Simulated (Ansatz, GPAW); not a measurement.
# Cutoff, mesh and smearing for a 8-layer slab of W(100), part 2 of 3

Aim: the settings at which the work function of a 8-layer slab of W(100) stops moving.

GPAW 26.7.0 and Ansatz 0.2.0; Ansatz plane waves; slab in vacuum with a dipole correction, relaxation (the session's first sound run).

So far, upper work function (eV): step 2 (relaxing the atoms) 4.12.

## Step 3: The slab's potential

With the geometry fixed, the planar mean of the potential gives the vacuum level on each side.

This step: GPAW, PAW setups; slab in vacuum (GPAW 26.7.0).

The input, run.py:

```python
import json
import numpy as np
from ase import Atoms
from gpaw import GPAW, PW

slab = Atoms(
    ['W', 'W', 'W', 'W', 'W', 'W', 'W', 'W'],
    positions=[
        [1.58000, 1.58000, 9.00000],
        [0.00000, 0.00000, 10.58000],
        [1.58000, 1.58000, 12.16000],
        [0.00000, 0.00000, 13.74000],
        [1.58000, 1.58000, 15.34587],
        [0.00000, 0.00000, 16.92858],
        [1.58000, 1.58000, 18.56932],
        [-0.00000, 0.00000, 19.99473]],
    cell=[[3.16, 0.0, 0.0], [0.0, 3.16, 0.0], [0.0, 0.0, 29.06]],
    pbc=[True, True, False])

slab.calc = GPAW(mode=PW(400), xc='PBE', kpts={'size': (10, 10, 1), 'gamma': True},
                 occupations={'name': 'fermi-dirac', 'width': 0.1}, nbands='140%',
                 convergence={'density': 1e-05}, maxiter=200,
                 poissonsolver={'dipolelayer': 'xy'},
                 symmetry={'tolerance': 1e-3}, txt='slab.txt')
result = {}
energy = slab.get_potential_energy()
fermi = slab.calc.get_fermi_level()
v = slab.calc.get_electrostatic_potential().mean((0, 1)) - fermi
n = slab.calc.get_pseudo_density().mean((0, 1))
L = slab.cell[2, 2]
z = np.arange(len(v)) * L / len(v)
low, high = slab.positions[:, 2].min(), slab.positions[:, 2].max()
below, above = np.interp([low - 6.8, high + 6.8], z, v)
slopes = [np.interp(x, z, np.gradient(v, z)) for x in (low - 6.8, high + 6.8)]
eps = np.array([[slab.calc.get_eigenvalues(k, s) for k in range(len(slab.calc.get_ibz_k_points()))]
                for s in range(slab.calc.get_number_of_spins())]) - fermi
top, bottom = eps[eps < 0].max(), eps[eps > 0].min()
dipole = slab.get_dipole_moment()[2]
print(f'energy {energy:.4f} eV, Fermi level {fermi:.4f} eV, dipole {dipole:.5f} e A')
print(f'potential 6.8 A off the faces, from the Fermi level: lower {below:.4f} eV, upper {above:.4f} eV')
print(f'slope of the potential there: lower {slopes[0]:.5f}, upper {slopes[1]:.5f} eV/A')
print(f'nearest levels on the mesh: {top:.4f} and {bottom:.4f} eV')
print('magnetic moment', round(slab.get_magnetic_moment(), 3))
result.update(energy=energy, fermi=fermi, dipole=dipole, below=below, above=above, slopes=slopes, edges=[top, bottom],
              z=z.tolist(), v=v.tolist(), n=n.tolist(), positions=slab.positions.tolist(),
              forces=slab.get_forces(apply_constraint=False).tolist(), moments=slab.get_magnetic_moments().tolist())
json.dump(result, open('result.json', 'w'))
```

Started as:

```console
> OMP_NUM_THREADS=1 OPENBLAS_NUM_THREADS=1 python run.py
```

What it wrote:

```text
energy -87.3545 eV, Fermi level 4.0675 eV, dipole 0.00492 e A
potential 6.8 A off the faces, from the Fermi level: lower 4.2041 eV, upper 4.1195 eV
slope of the potential there: lower -0.00007, upper 0.00009 eV/A
nearest levels on the mesh: -0.0083 and 0.0152 eV
magnetic moment 0.0
```

The job ended after 5.4 min (1 thread of Intel Xeon Platinum 8375C at 2.90GHz (Ice Lake), shared host; peak memory 0.36 GiB).

This step gave:

```yaml
dipole_along_the_normal: 0.004918 e·Å
levels_nearest_the_fermi_level_on_the_mesh: -0.008345, 0.01516 eV from the Fermi level
upper_work_function: 4.119 eV
lower_work_function: 4.204 eV
```

The electrostatic potential energy of an electron (without an applied field's), less the Fermi level, planar mean oscillates, so the rows of the table below give means over windows of 1.61 Å about each position, cut where the curve ends. Its maxima inside the range that stand out by 2 % of the span (Å: eV): 9.8: -8.51, 11.4: -9.13, 12.9: -9.03, 14.5: -8.56, 16.1: -8.90, 17.8: -8.11, 19.3: -11.4. Its minima: 9.0: -19.9, 10.5: -20.6, 12.2: -20.7, 13.8: -20.5, 15.4: -20.5, 16.9: -20.5, 18.6: -20.7, 20.0: -20.2.

The electrostatic potential energy of an electron (without an applied field's), less the Fermi level, planar mean by z; means over each step:

```csv
z (Å),"electrostatic potential energy of an electron (without an applied field's), less the Fermi level, planar mean (eV)"
0.81,4.20
2.42,4.20
4.02,4.20
5.63,4.16
7.24,2.76
8.85,-12.5
10.46,-14.4
12.07,-14.5
13.68,-14.4
15.29,-14.4
16.90,-14.3
18.51,-14.8
20.12,-13.0
21.73,2.66
23.34,4.08
24.95,4.12
26.56,4.12
28.17,4.12
```

The pseudo valence density, planar mean oscillates, so the rows of the table below give means over windows of 1.51 Å about each position, cut where the curve ends. Its maxima inside the range that stand out by 2 % of the span (Å: e/Å³): 9.0: 1.34, 10.5: 1.36, 12.1: 1.32, 13.8: 1.36, 15.3: 1.35, 17.0: 1.34, 18.5: 1.36, 20.0: 1.36. Its minima: 9.7: 0.546, 11.4: 0.522, 12.9: 0.522, 14.6: 0.518, 16.1: 0.519, 17.7: 0.493, 19.4: 0.654.

Pseudo valence density, planar mean against z; means over each step:

```
z (Å)  pseudo valence density, planar mean (e/Å³)
 3.78                                      1.7e-5
 5.29                                      5.0e-4
 6.80                                      0.0138
 8.31                                       0.506
 9.82                                       0.865
11.33                                       0.866
12.84                                       0.870
14.35                                       0.857
15.86                                       0.878
17.37                                       0.858
18.88                                       0.958
20.39                                       0.726
21.90                                      0.0270
23.41                                      9.6e-4
24.92                                      3.5e-5
```

Force by atom:

```csv
atom,x (eV/Å),y (eV/Å),z (eV/Å),size
W1,0.00,0.00,1.37,1.37
W2,0.00,0.00,-1.71,1.71
W3,0.00,0.00,0.11,0.11
W4,0.00,0.00,0.25,0.25
W5,0.00,0.00,0.00,0.00
W6,0.00,0.00,0.00,0.00
W7,0.00,0.00,-0.02,0.02
W8,0.00,0.00,0.00,0.00
```

The potential is flat to 9.0e-5 eV/Å where it is read, so the vacuum is wide enough. The geometry is the other program's minimum; here the largest force on a free atom is 0.025 eV/Å.

## Step 4: Cutoff 200

The cutoff limits how sharply the smooth valence waves can vary, which tells mostly near the atoms.

run.py, as its differences from that of step 3:

```diff
@@ -19,3 +19,3 @@
 
-slab.calc = GPAW(mode=PW(400), xc='PBE', kpts={'size': (10, 10, 1), 'gamma': True},
+slab.calc = GPAW(mode=PW(200), xc='PBE', kpts={'size': (10, 10, 1), 'gamma': True},
                  occupations={'name': 'fermi-dirac', 'width': 0.1}, nbands='140%',
```

What it wrote:

```text
energy -84.4412 eV, Fermi level 4.0788 eV, dipole 0.00461 e A
potential 6.8 A off the faces, from the Fermi level: lower 4.2188 eV, upper 4.1335 eV
slope of the potential there: lower -0.00108, upper 0.00079 eV/A
nearest levels on the mesh: -0.0105 and 0.0162 eV
magnetic moment 0.0
```

The job ended after 2.3 min (1 thread; peak memory 0.22 GiB).

The run finished. A setting was moved off its sound value on purpose, so it serves as a test and not as the result.

The fault put into the input: a cutoff under that of the base run: the energy of the cell lies 2.9 eV from the base value (ecut = 200).

The two runs compared:

```csv
quantity,this run,sound run,difference
dipole along the normal (e·Å),0.0046112,0.0049183,-3.1e-4
upper work function (eV),4.1335,4.1195,0.0140
lower work function (eV),4.2188,4.2041,0.0147
```

## Step 5: Cutoff 300

The cutoff limits how sharply the smooth valence waves can vary, which tells mostly near the atoms.

run.py, as its differences from that of step 4:

```diff
@@ -19,3 +19,3 @@
 
-slab.calc = GPAW(mode=PW(200), xc='PBE', kpts={'size': (10, 10, 1), 'gamma': True},
+slab.calc = GPAW(mode=PW(300), xc='PBE', kpts={'size': (10, 10, 1), 'gamma': True},
                  occupations={'name': 'fermi-dirac', 'width': 0.1}, nbands='140%',
```

What it wrote:

```text
energy -86.7827 eV, Fermi level 4.0703 eV, dipole 0.00489 e A
potential 6.8 A off the faces, from the Fermi level: lower 4.2084 eV, upper 4.1236 eV
slope of the potential there: lower -0.00019, upper 0.00012 eV/A
nearest levels on the mesh: -0.0093 and 0.0157 eV
magnetic moment 0.0
```

It took 3.4 min on 1 thread; peak memory 0.28 GiB.

The run finished. A setting was moved off its sound value on purpose, so it serves as a test and not as the result.

The fault put into the input: a cutoff under that of the base run: the energy of the cell lies 0.57 eV from the base value (ecut = 300).

Side by side:

```
                     quantity   this run  sound run  difference
dipole along the normal (e·Å)  0.0048863  0.0049183     -3.2e-5
     upper work function (eV)     4.1236     4.1195     0.00407
     lower work function (eV)     4.2084     4.2041     0.00426
```

## Step 6: Cutoff 700: ecut = 700

The cutoff limits how sharply the smooth valence waves can vary, which tells mostly near the atoms.

run.py, as its differences from that of step 5:

```diff
@@ -19,3 +19,3 @@
 
-slab.calc = GPAW(mode=PW(300), xc='PBE', kpts={'size': (10, 10, 1), 'gamma': True},
+slab.calc = GPAW(mode=PW(700), xc='PBE', kpts={'size': (10, 10, 1), 'gamma': True},
                  occupations={'name': 'fermi-dirac', 'width': 0.1}, nbands='140%',
```

What it wrote:

```text
energy -87.4528 eV, Fermi level 4.0672 eV, dipole 0.00489 e A
potential 6.8 A off the faces, from the Fermi level: lower 4.2039 eV, upper 4.1194 eV
slope of the potential there: lower -0.00006, upper 0.00006 eV/A
nearest levels on the mesh: -0.0083 and 0.0152 eV
magnetic moment 0.0
```

Wall time 12 min (1 thread); peak memory 0.68 GiB.

Numbers from this step:

```yaml
dipole_along_the_normal: 0.004893 e·Å
levels_nearest_the_fermi_level_on_the_mesh: -0.008307, 0.01515 eV from the Fermi level
```

The electrostatic potential energy of an electron (without an applied field's), less the Fermi level, planar mean oscillates, so the rows of the table below give means over windows of 1.57 Å about each position, cut where the curve ends. Its maxima inside the range that stand out by 2 % of the span (Å: eV): 9.8: -8.53, 11.3: -9.26, 12.9: -9.03, 14.5: -8.56, 16.1: -9.10, 17.8: -8.11, 19.3: -11.4. Its minima: 9.0: -19.9, 10.6: -20.6, 12.2: -20.6, 13.7: -20.6, 15.3: -20.6, 17.0: -20.5, 18.6: -20.6, 19.9: -20.2.

Table of electrostatic potential energy of an electron (without an applied field's), less the Fermi level, planar mean by z; means over each step:

z (Å), electrostatic potential energy of an electron (without an applied field's), less the Fermi level, planar mean (eV) and a bar from the least value:
```
     0.79        4.2 ##############################
     2.35        4.2 ##############################
     3.92        4.2 ##############################
     5.49        4.2 ##############################
     7.06        3.2 #############################
     8.63      -11.1 #######
    10.20      -14.4 ##
    11.77      -14.6 #
    13.34      -14.6 ##
    14.91      -14.3 ##
    16.48      -14.5 ##
    18.05      -14.0 ##
    19.62      -15.6 
    21.19       -0.6 #######################
    22.76        4.0 ##############################
    24.33        4.1 ##############################
    25.90        4.1 ##############################
    27.47        4.1 ##############################
```

The pseudo valence density, planar mean oscillates, so the rows of the table below give means over windows of 1.61 Å about each position, cut where the curve ends. Its maxima inside the range that stand out by 2 % of the span (Å: e/Å³): 9.0: 1.34, 10.7: 1.33, 12.1: 1.36, 13.7: 1.37, 15.3: 1.37, 17.0: 1.37, 18.6: 1.38, 20.0: 1.36. Its minima: 9.8: 0.537, 11.3: 0.527, 12.9: 0.522, 14.5: 0.503, 16.1: 0.519, 17.8: 0.479, 19.2: 0.653.

Table of pseudo valence density, planar mean by z; means over each step:

| z (Å) | pseudo valence density, planar mean (e/Å³) |
| --- | --- |
| 4.02 | 3.2e-5 |
| 5.63 | 0.00114 |
| 7.24 | 0.0402 |
| 8.85 | 0.785 |
| 10.46 | 0.881 |
| 12.07 | 0.881 |
| 13.68 | 0.877 |
| 15.29 | 0.876 |
| 16.90 | 0.871 |
| 18.51 | 0.898 |
| 20.12 | 0.812 |
| 21.73 | 0.0418 |
| 23.34 | 0.00115 |
| 24.95 | 3.3e-5 |

Force by atom:

| atom | x (eV/Å) | y (eV/Å) | z (eV/Å) | size |
| --- | --- | --- | --- | --- |
| W1 | 0.00 | 0.00 | 1.37 | 1.37 |
| W2 | 0.00 | 0.00 | -1.71 | 1.71 |
| W3 | 0.00 | 0.00 | 0.11 | 0.11 |
| W4 | 0.00 | 0.00 | 0.25 | 0.25 |
| W5 | 0.00 | 0.00 | 0.00 | 0.00 |
| W6 | 0.00 | 0.00 | 0.00 | 0.00 |
| W7 | 0.00 | 0.00 | -0.02 | 0.02 |
| W8 | 0.00 | 0.00 | 0.00 | 0.00 |

The upper face's work function is 4.119 eV, against 4.119 eV in the first plane-wave PBE run at this geometry.

## Step 7: K mesh 3×3

The mesh in the plane samples the bands: a metal's Fermi level needs it dense, and band edges must lie on it.

run.py, as its differences from that of step 6:

```diff
@@ -19,3 +19,3 @@
 
-slab.calc = GPAW(mode=PW(700), xc='PBE', kpts={'size': (10, 10, 1), 'gamma': True},
+slab.calc = GPAW(mode=PW(400), xc='PBE', kpts={'size': (3, 3, 1), 'gamma': True},
                  occupations={'name': 'fermi-dirac', 'width': 0.1}, nbands='140%',
```

What it wrote:

```text
energy -86.5904 eV, Fermi level 3.8824 eV, dipole 0.00423 e A
potential 6.8 A off the faces, from the Fermi level: lower 4.5547 eV, upper 4.4825 eV
slope of the potential there: lower -0.00006, upper 0.00008 eV/A
nearest levels on the mesh: -0.1456 and 0.0819 eV
magnetic moment 0.0
```

Wall time 75 s (1 thread); peak memory 0.23 GiB.

The run finished with changed settings (kpts = [3, 3]); it serves as a test.

Side by side:

| quantity | this run | sound run | difference |
| --- | --- | --- | --- |
| dipole along the normal (e·Å) | 0.0042297 | 0.0049183 | -6.9e-4 |
| upper work function (eV) | 4.4825 | 4.1195 | 0.363 |
| lower work function (eV) | 4.5547 | 4.2041 | 0.351 |

One result that differs is the upper work function, 4.48 eV against 4.12 eV.

## Step 8: K mesh 6×6

The mesh in the plane samples the bands: a metal's Fermi level needs it dense, and band edges must lie on it.

run.py, as its differences from that of step 7:

```diff
@@ -19,3 +19,3 @@
 
-slab.calc = GPAW(mode=PW(400), xc='PBE', kpts={'size': (3, 3, 1), 'gamma': True},
+slab.calc = GPAW(mode=PW(400), xc='PBE', kpts={'size': (6, 6, 1), 'gamma': True},
                  occupations={'name': 'fermi-dirac', 'width': 0.1}, nbands='140%',
```

What it wrote:

```text
energy -87.3553 eV, Fermi level 4.0958 eV, dipole 0.00658 e A
potential 6.8 A off the faces, from the Fermi level: lower 4.2053 eV, upper 4.0905 eV
slope of the potential there: lower -0.00006, upper 0.00009 eV/A
nearest levels on the mesh: -0.0733 and 0.0951 eV
magnetic moment 0.0
```

It took 2.2 min on 1 thread; peak memory 0.28 GiB.

The run finished with changed settings (kpts = [6, 6]); it serves as a test.

The two runs compared:

```csv
quantity,this run,sound run,difference
dipole along the normal (e·Å),0.0065834,0.0049183,0.00167
upper work function (eV),4.0905,4.1195,-0.0290
lower work function (eV),4.2053,4.2041,0.00121
```

## Step 9: K mesh 15×15: kpts = [15, 15]

The mesh in the plane samples the bands: a metal's Fermi level needs it dense, and band edges must lie on it.

run.py, as its differences from that of step 8:

```diff
@@ -19,3 +19,3 @@
 
-slab.calc = GPAW(mode=PW(400), xc='PBE', kpts={'size': (6, 6, 1), 'gamma': True},
+slab.calc = GPAW(mode=PW(400), xc='PBE', kpts={'size': (15, 15, 1), 'gamma': True},
                  occupations={'name': 'fermi-dirac', 'width': 0.1}, nbands='140%',
```

What it wrote:

```text
energy -87.3627 eV, Fermi level 4.0620 eV, dipole 0.00529 e A
potential 6.8 A off the faces, from the Fermi level: lower 4.2170 eV, upper 4.1255 eV
slope of the potential there: lower -0.00008, upper 0.00009 eV/A
nearest levels on the mesh: -0.0327 and 0.0035 eV
magnetic moment 0.0
```

It took 11 min on 1 thread; peak memory 0.48 GiB.

Numbers from this step:

| Quantity | Value |
| --- | --- |
| dipole along the normal | 0.005294 e·Å |
| levels nearest the Fermi level on the mesh | -0.03266, 0.003480 eV from the Fermi level |
| upper work function | 4.126 eV |
| lower work function | 4.217 eV |

The upper face's work function is 4.126 eV, against 4.119 eV in the first plane-wave PBE run at this geometry.

## Step 10: Scheme Fermi-Dirac, smearing 0.01

Smearing changes the occupations near the Fermi level, and with them the level itself. Smearing helps the SCF of a metal converge, but it blurs occupations at band edges near the Fermi level.

run.py, as its differences from that of step 9:

```diff
@@ -19,4 +19,4 @@
 
-slab.calc = GPAW(mode=PW(400), xc='PBE', kpts={'size': (15, 15, 1), 'gamma': True},
-                 occupations={'name': 'fermi-dirac', 'width': 0.1}, nbands='140%',
+slab.calc = GPAW(mode=PW(400), xc='PBE', kpts={'size': (10, 10, 1), 'gamma': True},
+                 occupations={'name': 'fermi-dirac', 'width': 0.01}, nbands='140%',
                  convergence={'density': 1e-05}, maxiter=200,
```

What it wrote:

```text
energy -87.3480 eV, Fermi level 4.0989 eV, dipole 0.00580 e A
potential 6.8 A off the faces, from the Fermi level: lower 4.1462 eV, upper 4.0457 eV
slope of the potential there: lower -0.00006, upper 0.00008 eV/A
nearest levels on the mesh: -0.0106 and 0.0201 eV
magnetic moment 0.0
```

Run time: 7 min. Hardware: 1 thread; peak memory 0.36 GiB.

This step gave:

```yaml
dipole_along_the_normal: 0.005799 e·Å
levels_nearest_the_fermi_level_on_the_mesh: -0.01059, 0.02014 eV from the Fermi level
upper_work_function: 4.046 eV
lower_work_function: 4.146 eV
```

The upper face's work function is 4.046 eV, against 4.119 eV in the first plane-wave PBE run at this geometry.

## Step 11: All levels side by side

Times are for 1 thread of Intel Xeon Platinum 8375C at 2.90GHz (Ice Lake), shared host. The runs compared:

| no. | run | upper work function (eV) | lower work function (eV) | time | memory (GiB) |
| --- | --- | --- | --- | --- | --- |
| 1 | pw | 4.119 | 4.204 | 5.4 min | 0.36 |
| 2 | cutoff 700 | 4.119 | 4.204 | 12 min | 0.68 |
| 3 | k mesh 15×15 | 4.126 | 4.217 | 11 min | 0.48 |
| 4 | scheme Fermi-Dirac, smearing 0.01 | 4.046 | 4.146 | 7 min | 0.36 |

(Part 2 of 3 ends here.)

[Logs are printed without paths, hosts, clocks, repeated set-up lines and the standing remarks that a program may print on its own settings, such as how far it seeks lower states.]

[Hosts, paths, dates, database ids (printed as entryN), source tags and the programs' standing remarks are cut or masked in the printed files.]
